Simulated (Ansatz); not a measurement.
# GaAs (F-43m): phonons and vibrational spectra, part 2 of 2

Wanted: phonon frequencies of GaAs (F-43m) and what follows from them.

Ansatz 0.2.0; DFT LDA, scalar-relativistic, plane waves, PAW; PAW set soft_1.

So far. Step 5 (Tight relaxation, k-mesh 20×20×20): The forces vanish by symmetry and the pressure is 0.003 GPa, within the tolerances set. The cell now holds 21.99 Å³/atom. Step 6 (Modes at Γ): Before it was imposed, the acoustic sum rule was missed by 2.6e-4 eV/Å² and the charge sum rule by 9.2e-5 e. Small misses are needed for a sound result but don't prove that mesh and cutoff are converged. Against the first mesh the highest mode moved by -0.1 cm⁻¹. The relaxed cell has a = 5.603 Å (conventional setting).

## Step 7: The dispersion

Stability and thermal properties need the whole zone. Linear response on a 4×4×4 q mesh gives force constants as far as a supercell of that size would, and the tensors from the zone-centre run are typed in so that the long-range dipole term is interpolated apart.

input.yaml

```yaml
crystal:
  lattice:
    - [0.0, 2.8016813138, 2.8016813138]
    - [2.8016813138, 0.0, 2.8016813138]
    - [2.8016813138, 2.8016813138, 0.0]
  atoms:
    - { symbol: Ga, position: [0.0, 0.0, 0.0] }
    - { symbol: As, position: [0.25, 0.25, 0.25] }
kpoints:
  mp_grid: { grid: [20, 20, 20] }
hamiltonian:
  xc: lda
  pseudopotentials: { kind: paw, azcp: { folder: soft_1 }, xc_functional: pbe }
scf:
  occupations: { method: fixed }
output:
  eigenvalues: true
phonons:
  method: dfpt
  qmesh: [4, 4, 4]
  temperatures: { t_max: 1000, t_step: 50 }
  qpath:
    path:
      - [[0.0, 0.0, 0.0], [-0.5, -0.5, 0.0], [-0.375, -0.375, 0.25]]
      - [[-0.375, 0.0, 0.375], [0.0, 0.0, 0.0], [0.0, 0.0, 0.5], [-0.5, -0.25, 0.25], [-0.5, -0.5, 0.0]]
    npoints: 10
  non_analytic_term:
    high_frequency_dielectric_tensor: [[13.9726, 0.0, 0.0], [0.0, 13.9726, 0.0], [0.0, 0.0, 13.9726]]
    born_effective_charges:
      - { species: Ga, tensor: [[2.0604, 0.0, 0.0], [0.0, 2.0604, 0.0], [0.0, 0.0, 2.0604]] }
      - { species: As, tensor: [[-2.0604, 0.0, 0.0], [0.0, -2.0604, 0.0], [0.0, 0.0, -2.0604]] }
    source: "zone-centre run at this cell"
```

Started as:

```bash
$ ansatz run input.yaml --threads 8 --pin off --max-ram 16384MiB --backend cpu --events-out ev --progress --plain --runs-dir out
```

Run time: 15 min. Hardware: 8 threads of Intel Xeon at 2.70GHz, shared host; peak memory 11 GiB; 1.8 h of CPU time.

Numbers from this step:

* sum-rule residual before enforcement: 1.50e-5 eV/Å²
* lowest frequency on the path: 0 cm⁻¹
* highest frequency on the path or at a solved wavevector: 285.7 cm⁻¹
* mean frequency: 181.4 cm⁻¹
* Debye temperature (second moment): 369 K
* logarithmic mean frequency: 158.5 cm⁻¹
* lowest mode on the q mesh (acoustic modes at Γ apart): 50.48 cm⁻¹
* zero-point energy per atom: 33.72 meV
* heat capacity at 300 K: 23.18 J/(mol atoms K)
* vibrational entropy at 300 K: 32.69 J/(mol atoms K)

Frequencies (cm⁻¹) solved at each irreducible wavevector; negative means imaginary. Frequencies by wavevector, by row:

```csv
q in reciprocal lattice units,star,mode 1,mode 2,mode 3,mode 4,mode 5,mode 6
0 0 0,1,0,0,0,268.7,268.7,268.7
0 0 0.25,8,50.5,50.5,129,262.8,262.8,272
0 0 -0.5,4,59.5,59.5,205.9,236.7,261.7,261.7
0 0.25 0.25,6,68.1,68.1,131.6,255.8,255.8,275.9
0 0.25 -0.5,24,74.4,101.1,178.2,233.6,254.7,265.6
0 0.25 -0.25,12,71.8,100.9,159.1,235.4,256.3,270.2
0 -0.5 -0.5,3,75.4,75.4,220.9,236,253.6,253.6
0.25 -0.5 -0.25,6,96.6,108.4,197.1,203.3,254.2,265.2
```

Interpolated from a 4×4×4 q mesh, with the LO-TO term (at Γ the limit along the path; where Γ stands inside the path, tables give the limit on arrival). Phonon branches along the path, in cm⁻¹:

```csv
point,branch 1,branch 2,branch 3,branch 4,branch 5,branch 6
Γ,0,0,0,269,269,286
halfway,68,68,132,256,256,276
X,75,75,221,236,254,254
halfway,78,86,214,228,253,259
U,81,102,200,214,253,266
jump to K,81,102,200,214,253,266
halfway,59,88,133,255,260,269
Γ,0,0,0,269,269,286
halfway,50,50,129,263,263,272
L,60,60,206,237,262,262
halfway,78,96,186,224,257,267
W,97,108,197,203,254,265
halfway,86,91,208,220,255,260
X,75,75,221,236,254,254
```

Tetrahedra on a 20×20×20 mesh, mean over bins of 5 cm-1. Interpolated from a 4×4×4 q mesh. Phonon density of states against wavenumber; read off at these points:

| wavenumber (cm⁻¹) | phonon density of states (1/cm⁻¹/cell) |
| --- | --- |
| 2 | 1.0e-5 |
| 18 | 5.5e-4 |
| 28 | 0.00155 |
| 42 | 0.00457 |
| 58 | 0.0162 |
| 72 | 0.0391 |
| 78 | 0.0589 |
| 82 | 0.0492 |
| 98 | 0.0328 |
| 112 | 0.00226 |
| 122 | 0.00302 |
| 138 | 0.00454 |
| 152 | 0.00702 |
| 168 | 0.0112 |
| 178 | 0.0169 |
| 182 | 0.0258 |
| 192 | 0.0161 |
| 208 | 0.0059 |
| 218 | 0.0170 |
| 232 | 0.0216 |
| 248 | 0.0170 |
| 258 | 0.120 |
| 262 | 0.0986 |
| 268 | 0.124 |
| 272 | 0.0139 |
| 288 | 1.5e-4 |

The partial phonon density of states has structure finer than the step of the table below, so its rows give means over 10 cm⁻¹, whole bins alone (the curve runs from -10 to 304 cm⁻¹). Peaks (cm⁻¹: height): As 76.9: 0.0256, 185.4: 0.0167, 256.5: 0.0669, 266.4: 0.0694; Ga 76.9: 0.0306, 185.4: 0.0134, 232.8: 0.0156, 256.5: 0.0600.

Phonopy on the run's constants, 17x17x17 mesh, Gaussian sigma 2.2 cm-1. Interpolated from a 4×4×4 q mesh. Table of partial phonon density of states by wavenumber; means over each step; values in 1/cm⁻¹/cell:

| wavenumber (cm⁻¹) | As | Ga |
| --- | --- | --- |
| 0 | 3.1e-5 | 2.7e-5 |
| 10 | 1.0e-4 | 9.6e-5 |
| 20 | 3.4e-4 | 3.2e-4 |
| 30 | 0.00119 | 0.00114 |
| 40 | 0.00198 | 0.00194 |
| 50 | 0.00397 | 0.00400 |
| 60 | 0.0117 | 0.0123 |
| 70 | 0.0177 | 0.0199 |
| 80 | 0.0228 | 0.0279 |
| 90 | 0.0160 | 0.0209 |
| 100 | 0.0147 | 0.0199 |
| 110 | 0.00388 | 0.00490 |
| 120 | 0.00142 | 0.00131 |
| 130 | 0.00196 | 0.00180 |
| 140 | 0.00259 | 0.00237 |
| 150 | 0.00348 | 0.00317 |
| 160 | 0.00464 | 0.00419 |
| 170 | 0.00655 | 0.00581 |
| 180 | 0.0112 | 0.00938 |
| 190 | 0.0116 | 0.00826 |
| 200 | 0.00622 | 0.00309 |
| 210 | 0.00468 | 0.00527 |
| 220 | 0.00749 | 0.0107 |
| 230 | 0.00894 | 0.0120 |
| 240 | 0.00828 | 0.0101 |
| 250 | 0.0260 | 0.0238 |
| 260 | 0.0611 | 0.0533 |
| 270 | 0.0356 | 0.0281 |
| 280 | 0.00354 | 0.00380 |
| 290 | 3.1e-4 | 3.4e-4 |

Second derivatives of the energy by pair, one row for each kind of neighbour of each atom listed. Each entry sums the pair over the periodic images of the supercell that the q mesh stands for, and in a polar crystal it holds the long-range dipole part too. Force constants by pair, by row:

```
atom  neighbour  distance (Å)  third of the trace (eV/Å²)  along the pair's line (eV/Å²)
 Ga1     itself             0                       9.697                              –
 Ga1         As         2.426                      -2.442                         -6.066
 Ga1         Ga         3.962                      0.0369                        -0.4397
 Ga1         As         4.646                      0.0089                         0.0647
 Ga1         Ga         5.603                     -0.0187                        -0.0429
 Ga1         As         6.106                      -0.022                         0.1056
 Ga1         Ga         6.863                     -0.0248                        -0.0627
 Ga1         As         7.279                      0.0106                         0.0186
 Ga1         As         7.279                       0.011                         0.0173
 As2     itself             0                       11.29                              –
 As2         Ga         2.426                      -2.442                         -6.066
 As2         As         3.962                     -0.1084                        -0.4946
 As2         Ga         4.646                      0.0089                         0.0647
 As2         As         5.603                     -0.0074                        -0.0127
 As2         Ga         6.106                      -0.022                         0.1056
 As2         As         6.863                     -0.0057                        -0.0186
 As2         Ga         7.279                      0.0106                         0.0186
 As2         Ga         7.279                       0.011                         0.0173
```

Harmonic thermodynamic functions per atom, from the density of states. Interpolated from a 4×4×4 q mesh. Thermodynamic functions, by row:

```
T (K)  F_vib (meV/atom)  S (J/mol-atom/K)  C_V (J/mol-atom/K)
    0             33.72                 0                   0
   50             33.14             3.681               6.827
  100             29.36             10.96               14.61
  200             11.07             23.64               21.27
  300            -18.37             32.69               23.18
  400            -55.92             39.48               23.92
  500            -99.72             44.86               24.28
  600            -148.6              49.3               24.48
  700            -201.7             53.09                24.6
  800            -258.5             56.38               24.68
  900            -318.4             59.29               24.73
 1000            -381.2              61.9               24.77
```

Harmonic mean-square displacement, third of the trace. Interpolated from a 4×4×4 q mesh. Mean square displacements, by row:

```csv
T (K),Ga1 U_eq (Å²),As2 U_eq (Å²)
0,0.00187,0.00164
100,0.00341,0.00296
300,0.00886,0.00761
600,0.01744,0.01495
```

Symmetry leaves 8 wavevectors to solve. The lowest mode among them, the acoustic zeros apart, lies at q = (0, 0, 0.25) and is real, 50.5 cm⁻¹.

## Step 8: The same by displaced supercells

Finite displacements in a 2×2×2 supercell give force constants from forces alone. They are exact at the wavevectors that the supercell holds, where they check the linear-response result.

input.yaml: that of step 7 with these lines changed.

```diff
@@ -18,4 +18,4 @@
 phonons:
-  method: dfpt
-  qmesh: [4, 4, 4]
+  method: fd
+  supercell: [2, 2, 2]
   temperatures: { t_max: 1000, t_step: 50 }
```

It took 3.9 min on 8 threads; peak memory 4.8 GiB; 29 min of CPU time.

Numbers from this step:

```yaml
atoms_in_the_supercell: 16
sum_rule_residual_before_enforcement: 2.89e-5 eV/Å²
```

Interpolated from a 2×2×2 supercell, rough between the solved points, with the LO-TO term (at Γ the limit along the path; where Γ stands inside the path, tables give the limit on arrival). The phonon branches at the labelled points (cm⁻¹):

| point | branch 1 | branch 2 | branch 3 | branch 4 | branch 5 | branch 6 |
| --- | --- | --- | --- | --- | --- | --- |
| Γ | 0 | 0 | 0 | 269 | 269 | 286 |
| halfway | 54 | 54 | 132 | 262 | 262 | 276 |
| X | 75 | 75 | 221 | 236 | 254 | 254 |
| halfway | 74 | 92 | 217 | 228 | 254 | 258 |
| U | 72 | 119 | 204 | 221 | 256 | 264 |
| jump to K | 72 | 119 | 204 | 221 | 256 | 264 |
| halfway | 47 | 80 | 134 | 264 | 264 | 266 |
| Γ | 0 | 0 | 0 | 269 | 269 | 286 |
| halfway | 42 | 42 | 124 | 265 | 265 | 273 |
| L | 60 | 60 | 206 | 237 | 262 | 262 |
| halfway | 69 | 106 | 196 | 229 | 259 | 264 |
| W | 95 | 115 | 209 | 209 | 258 | 264 |
| halfway | 85 | 95 | 215 | 222 | 256 | 260 |
| X | 75 | 75 | 221 | 236 | 254 | 254 |

Tetrahedra on a 20×20×20 mesh, mean over bins of 5 cm-1. Interpolated from a 2×2×2 supercell, rough between the solved points. The phonon density of states by wavenumber; read off at these points:

```
wavenumber (cm⁻¹)  phonon density of states (1/cm⁻¹/cell)
                2                                  3.0e-5
               12                                  6.6e-4
               18                                 0.00138
               28                                  0.0037
               32                                 0.00536
               42                                  0.0104
               48                                  0.0143
               58                                  0.0314
               62                                  0.0431
               72                                  0.0423
               78                                  0.0333
               88                                  0.0202
               92                                  0.0171
              102                                  0.0164
              112                                  0.0186
              118                                  0.0206
              128                                 0.00416
              132                                 0.00363
              142                                 0.00457
              148                                  0.0052
              158                                 0.00668
              162                                 0.00755
              172                                    0.01
              178                                  0.0118
              188                                  0.0176
              192                                  0.0280
              198                                  0.0226
              202                                  0.0130
              212                                 0.00489
              218                                 0.00728
              228                                  0.0208
              232                                  0.0233
              242                                  0.0179
              248                                  0.0164
              258                                   0.124
              262                                   0.242
              272                                  0.0122
              278                                 0.00998
              288                                  1.5e-4
```

At Γ the two methods differ by at most 0.0 cm⁻¹.

## Step 9: Results

| Quantity | Value |
| --- | --- |
| space group after relaxation (within 0.01 Å) | F-43m |
| volume per atom | 22.0 Å³ |
| gap on the k-mesh | 0.490 eV |
| highest optical mode at the zone centre (no LO-TO term) | 269 cm⁻¹ |
| top of the zone-centre spectrum with the field | 286 cm⁻¹ |
| lowest optical zone-centre mode | 269 cm⁻¹ |
| mean high-frequency dielectric constant | 14.0 |
| mean static dielectric constant | 15.8 |
| largest Born charge (third of the trace) | 2.06 e |
| lowest mode on the q mesh (acoustic modes at Γ apart) | 50.5 cm⁻¹ |
| highest frequency on the path or at a solved wavevector | 286 cm⁻¹ |
| zero-point energy per atom | 33.7 meV |
| heat capacity at 300 K | 23.2 J/(mol atoms K) |
| vibrational entropy at 300 K | 32.7 J/(mol atoms K) |
| Debye temperature (second moment) | 369 K |
| imaginary modes on the 4×4×4 q mesh | none |

What this shows: The structure is a minimum as far as tested: no mode is imaginary at the 8 irreducible wavevectors of the 4×4×4 mesh, and the softest away from the acoustic zeros lies at 50 cm⁻¹. Without the field, the optical modes at Γ form one degenerate level at 269 cm⁻¹. With the macroscopic field of the longitudinal modes the top of the zone-centre spectrum lies at 286 cm⁻¹, against 269 cm⁻¹ without it. Lattice motion raises the mean dielectric constant from 13.97 to 15.79. The strongest infrared line is at 269 cm⁻¹. Finite displacements and linear response differ by 0.0 cm⁻¹ in the highest zone-centre mode. With the field response the log warns that the k mesh is coarse for the force constants too, so the frequencies may not be converged. The program warns that the interpolation holds no quadrupole term, so branches close to Γ can be off in this crystal. The PAW files were made for PBE and serve the other functionals too. These are harmonic frequencies at zero temperature: anharmonic shifts, linewidths and thermal expansion are left out.

Computed beside measured:

| quantity | measured | LDA, PAW; PAW set soft_1 |
| --- | --- | --- |
| lattice constant a (Å) | 5.653 | 5.603 (-0.9 %) |
| band gap (direct gap) (eV) | 1.418 | 0.49 (-0.93 eV) |

Measured values from pmc:9457441 (2022) and arxiv:0805.2212 (2008).

Verdict: The lattice constant a is off by -0.9 %: fair agreement. The band gap is off by -0.93 eV: a clear miss. Local and semilocal functionals usually give gaps below the measured ones. An optical gap can lie under the band gap by the exciton's binding. Zero-point and thermal motion shift the measured gap. The grades are ours: good and fair within 0.7 and 1.5 % for the lattice constant a. Zero-point motion and thermal expansion are not in the computed lattice constants.

[Logs are printed without paths, hosts, clocks, repeated set-up lines and the standing remarks that a program may print on its own settings, such as how far it seeks lower states.]

[Hosts, paths, dates, database ids (printed as entryN), source tags and the programs' standing remarks are cut or masked in the printed files.]
